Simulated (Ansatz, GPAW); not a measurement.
## A 4-layer slab of W(100): work function by functional and basis

How far do functional and basis move the work function of a 4-layer slab of W(100)?

Main program and level: GPAW 26.7.0 and Ansatz 0.2.0; GPAW, PAW setups; slab in vacuum, in the first sound run; inputs show where later runs differ.

Report form: the programs' logs are mostly left out.

### Step 1. Set-up

The cell holds 4 atoms: 4 W. Cell: a = 3.160 Å, b = 3.160 Å, c = 18.740 Å, α = 90.0°, β = 90.0°, γ = 90.0°. Vacuum lies along c.

### Step 2. Relaxing the atoms

The atoms are relaxed first, since the surface dipole, and with it the work function, follows the positions of the outer layers. The lowest 2 atoms are held at bulk positions and keep their forces.

File run.py:

```python
import json
import numpy as np
from ase import Atoms
from ase.constraints import FixAtoms
from ase.optimize import BFGS
from gpaw import GPAW, PW

slab = Atoms(
    ['W', 'W', 'W', 'W'],
    positions=[
        [1.58000, 1.58000, 7.00000],
        [0.00000, 0.00000, 8.58000],
        [1.58000, 1.58000, 10.16000],
        [0.00000, 0.00000, 11.74000]],
    cell=[[3.16, 0.0, 0.0], [0.0, 3.16, 0.0], [0.0, 0.0, 18.74]],
    pbc=[True, True, False])

slab.calc = GPAW(mode=PW(400), xc='PBE', kpts={'size': (10, 10, 1), 'gamma': True},
                 occupations={'name': 'fermi-dirac', 'width': 0.1}, nbands='160%',
                 convergence={'density': 0.0001}, maxiter=200,
                 poissonsolver={'dipolelayer': 'xy'},
                 symmetry={'tolerance': 1e-3, 'extra_ids': [1, 1, 0, 0]}, txt='slab.txt')
result = {}
slab.set_constraint(FixAtoms([0, 1]))
path = []
opt = BFGS(slab, maxstep=0.2)
opt.attach(lambda: path.append((slab.get_potential_energy(), slab.positions.tolist(), slab.get_forces().tolist())))
result['relaxed'] = bool(opt.run(fmax=0.05, steps=30))
result['path'] = path
energy = slab.get_potential_energy()
fermi = slab.calc.get_fermi_level()
v = slab.calc.get_electrostatic_potential().mean((0, 1)) - fermi
n = slab.calc.get_pseudo_density().mean((0, 1))
L = slab.cell[2, 2]
z = np.arange(len(v)) * L / len(v)
low, high = slab.positions[:, 2].min(), slab.positions[:, 2].max()
below, above = np.interp([low - 4.8, high + 4.8], z, v)
slopes = [np.interp(x, z, np.gradient(v, z)) for x in (low - 4.8, high + 4.8)]
eps = np.array([[slab.calc.get_eigenvalues(k, s) for k in range(len(slab.calc.get_ibz_k_points()))]
                for s in range(slab.calc.get_number_of_spins())]) - fermi
top, bottom = eps[eps < 0].max(), eps[eps > 0].min()
dipole = slab.get_dipole_moment()[2]
print(f'energy {energy:.4f} eV, Fermi level {fermi:.4f} eV, dipole {dipole:.5f} e A')
print(f'potential 4.8 A off the faces, from the Fermi level: lower {below:.4f} eV, upper {above:.4f} eV')
print(f'slope of the potential there: lower {slopes[0]:.5f}, upper {slopes[1]:.5f} eV/A')
print(f'nearest levels on the mesh: {top:.4f} and {bottom:.4f} eV')
print('magnetic moment', round(slab.get_magnetic_moment(), 3))
result.update(energy=energy, fermi=fermi, dipole=dipole, below=below, above=above, slopes=slopes, edges=[top, bottom],
              z=z.tolist(), v=v.tolist(), n=n.tolist(), positions=slab.positions.tolist(),
              forces=slab.get_forces(apply_constraint=False).tolist(), moments=slab.get_magnetic_moments().tolist())
json.dump(result, open('result.json', 'w'))
```

Started as:

```bash
$ OMP_NUM_THREADS=1 OPENBLAS_NUM_THREADS=1 python run.py
```

Wall time 6.1 min (1 thread of Arm Neoverse V1, shared host); peak memory 0.22 GiB.

The steps of the relaxation:

```
step  energy less that of the first step (eV)  largest force (eV/Å)
   1                                   0.0000                1.9850
   2                                  -0.0792                1.5275
   3                                  -0.1576                0.7956
   4                                  -0.1749                0.1003
   5                                  -0.1754                0.0261
```

The atoms that moved most (Å):

```
atom     dx     dy      dz  length
  W3  0.000  0.000   0.098   0.098
  W4  0.000  0.000  -0.073   0.073
```

The relaxed structure:

```
W
1.0
     3.16000    0.00000    0.00000
     0.00000    3.16000    0.00000
     0.00000    0.00000   18.74000
W
4
Direct
  0.50000 0.50000 0.37353
  0.00000 0.00000 0.45784
  0.50000 0.50000 0.54741
  0.00000 0.00000 0.62257
```

Numbers from this step:

```
dipole along the normal                    : 0.002487 e·Å
levels nearest the Fermi level on the mesh : -0.03729, 0.01211 eV from the Fermi level
upper work function                        : 4.100 eV
lower work function                        : 4.182 eV
```

The electrostatic potential energy of an electron (without an applied field's), less the Fermi level, planar mean oscillates, so the rows of the table below give means over windows of 0.5 Å about each position, cut where the curve ends. Its maxima inside the range that stand out by 2 % of the span (Å: eV): 7.81: -8.34, 9.37: -7.58, 10.93: -11.7. Its minima: 6.98: -19.8, 8.54: -20.3, 10.31: -20.6, 11.66: -20.2.

The electrostatic potential energy of an electron (without an applied field's), less the Fermi level, planar mean by z; means over each step:

```
z (Å)  electrostatic potential energy of an electron (without an applied field's), less the Fermi level, planar mean (eV)
  0.0                                                                                                                4.16
  0.5                                                                                                                4.18
  1.0                                                                                                                4.18
  1.5                                                                                                                4.18
  2.0                                                                                                                4.18
  2.5                                                                                                                4.18
  3.0                                                                                                                4.18
  3.5                                                                                                                4.16
  4.0                                                                                                                4.12
  4.5                                                                                                                4.00
  5.0                                                                                                                3.63
  5.5                                                                                                                2.53
  6.0                                                                                                              -0.760
  6.5                                                                                                               -9.92
  7.0                                                                                                               -18.6
  7.5                                                                                                               -12.0
  8.0                                                                                                               -10.8
  8.5                                                                                                               -18.9
  9.0                                                                                                               -13.5
  9.5                                                                                                               -8.59
 10.0                                                                                                               -16.7
 10.5                                                                                                               -17.8
 11.0                                                                                                               -12.6
 11.5                                                                                                               -18.5
 12.0                                                                                                               -14.0
 12.5                                                                                                               -2.97
 13.0                                                                                                                1.78
 13.5                                                                                                                3.33
 14.0                                                                                                                3.84
 14.5                                                                                                                4.02
 15.0                                                                                                                4.07
 15.5                                                                                                                4.09
 16.0                                                                                                                4.10
 16.5                                                                                                                4.10
 17.0                                                                                                                4.10
 17.5                                                                                                                4.10
 18.0                                                                                                                4.10
 18.5                                                                                                                4.11
```

Table of pseudo valence density, planar mean by z:

z (Å), pseudo valence density, planar mean (e/Å³) and a bar:
```
     0.00       0.00 
     0.62       0.00 
     1.25       0.00 
     1.87       0.00 
     2.50       0.00 
     3.12       0.00 
     3.75       0.00 
     4.37       0.00 
     5.21       0.02 
     5.83       0.09 ##
     6.45       0.48 ###########
     7.08       1.32 #############################
     7.70       0.54 ############
     8.33       1.08 ########################
     8.95       0.84 ###################
     9.58       0.50 ###########
    10.20       1.36 ##############################
    10.83       0.70 ###############
    11.45       1.17 ##########################
    12.08       0.72 ################
    12.70       0.12 ###
    13.33       0.03 #
    14.16       0.00 
    14.78       0.00 
    15.41       0.00 
    16.03       0.00 
    16.66       0.00 
    17.28       0.00 
    17.91       0.00 
    18.53       0.00
```

The relaxation lowered the energy of the cell by 0.175 eV (energies extrapolated to zero smearing; the optimiser's log prints free energies). The largest force left on a free atom is 0.026 eV/Å.

### Step 3. The slab's potential

With the geometry fixed, the planar mean of the potential gives the vacuum level on each side.

run.py, as its differences from that of step 2:

```diff
@@ -3,4 +3,2 @@
 from ase import Atoms
-from ase.constraints import FixAtoms
-from ase.optimize import BFGS
 from gpaw import GPAW, PW
@@ -12,4 +10,4 @@
         [0.00000, 0.00000, 8.58000],
-        [1.58000, 1.58000, 10.16000],
-        [0.00000, 0.00000, 11.74000]],
+        [1.58000, 1.58000, 10.25842],
+        [-0.00000, -0.00000, 11.66702]],
     cell=[[3.16, 0.0, 0.0], [0.0, 3.16, 0.0], [0.0, 0.0, 18.74]],
@@ -19,12 +17,6 @@
                  occupations={'name': 'fermi-dirac', 'width': 0.1}, nbands='160%',
-                 convergence={'density': 0.0001}, maxiter=200,
+                 convergence={'density': 1e-05}, maxiter=200,
                  poissonsolver={'dipolelayer': 'xy'},
-                 symmetry={'tolerance': 1e-3, 'extra_ids': [1, 1, 0, 0]}, txt='slab.txt')
+                 symmetry={'tolerance': 1e-3}, txt='slab.txt')
 result = {}
-slab.set_constraint(FixAtoms([0, 1]))
-path = []
-opt = BFGS(slab, maxstep=0.2)
-opt.attach(lambda: path.append((slab.get_potential_energy(), slab.positions.tolist(), slab.get_forces().tolist())))
-result['relaxed'] = bool(opt.run(fmax=0.05, steps=30))
-result['path'] = path
 energy = slab.get_potential_energy()
```

Elapsed: 84 s, on 1 thread; peak memory 0.22 GiB.

Numbers from this step:

* dipole along the normal: 0.004595 e·Å
* levels nearest the Fermi level on the mesh: -0.03743, 0.01223 eV from the Fermi level

The electrostatic potential energy of an electron (without an applied field's), less the Fermi level, planar mean oscillates, so the rows of the table below give means over windows of 0.5 Å about each position, cut where the curve ends. Its maxima inside the range that stand out by 2 % of the span (Å: eV): 7.81: -8.34, 9.37: -7.58, 10.93: -11.7. Its minima: 6.98: -19.8, 8.54: -20.3, 10.31: -20.6, 11.66: -20.2.

Table of electrostatic potential energy of an electron (without an applied field's), less the Fermi level, planar mean by z; means over each step:

z (Å), electrostatic potential energy of an electron (without an applied field's), less the Fermi level, planar mean (eV) and a bar from the least value:
```
      0.0        4.2 ##############################
      0.5        4.2 ##############################
      1.0        4.2 ##############################
      1.5        4.2 ##############################
      2.0        4.2 ##############################
      2.5        4.2 ##############################
      3.0        4.2 ##############################
      3.5        4.2 ##############################
      4.0        4.1 ##############################
      4.5        4.0 ##############################
      5.0        3.6 #############################
      5.5        2.5 ############################
      6.0       -0.8 ########################
      6.5       -9.9 ############
      7.0      -18.6 
      7.5      -12.0 #########
      8.0      -10.8 ###########
      8.5      -18.9 
      9.0      -13.5 #######
      9.5       -8.6 #############
     10.0      -16.7 ###
     10.5      -17.8 #
     11.0      -12.6 ########
     11.5      -18.5 #
     12.0      -14.0 ######
     12.5       -3.0 #####################
     13.0        1.8 ###########################
     13.5        3.3 #############################
     14.0        3.8 ##############################
     14.5        4.0 ##############################
     15.0        4.1 ##############################
     15.5        4.1 ##############################
     16.0        4.1 ##############################
     16.5        4.1 ##############################
     17.0        4.1 ##############################
     17.5        4.1 ##############################
     18.0        4.1 ##############################
     18.5        4.1 ##############################
```

Table of pseudo valence density, planar mean by z:

z (Å), pseudo valence density, planar mean (e/Å³) and a bar:
```
     0.00       0.00 
     0.62       0.00 
     1.25       0.00 
     1.87       0.00 
     2.50       0.00 
     3.12       0.00 
     3.75       0.00 
     4.37       0.00 
     5.21       0.02 
     5.83       0.09 ##
     6.45       0.48 ###########
     7.08       1.32 #############################
     7.70       0.54 ############
     8.33       1.08 ########################
     8.95       0.84 ###################
     9.58       0.50 ###########
    10.20       1.36 ##############################
    10.83       0.70 ###############
    11.45       1.17 ##########################
    12.08       0.72 ################
    12.70       0.12 ###
    13.33       0.03 #
    14.16       0.00 
    14.78       0.00 
    15.41       0.00 
    16.03       0.00 
    16.66       0.00 
    17.28       0.00 
    17.91       0.00 
    18.53       0.00
```

Force by atom:

```
atom  x (eV/Å)  y (eV/Å)  z (eV/Å)  size
  W1      0.00      0.00      1.77  1.77
  W2      0.00      0.00     -1.73  1.73
  W3      0.00      0.00     -0.02  0.02
  W4      0.00      0.00     -0.03  0.03
```

The potential is flat to 0.002 eV/Å where it is read, so the vacuum is wide enough.

(Part 1 of 3 ends here.)

[Logs are printed without paths, hosts, clocks, repeated set-up lines and the standing remarks that a program may print on its own settings, such as how far it seeks lower states.]

[Hosts, paths, dates, database ids (printed as entryN), source tags and the programs' standing remarks are cut or masked in the printed files.]
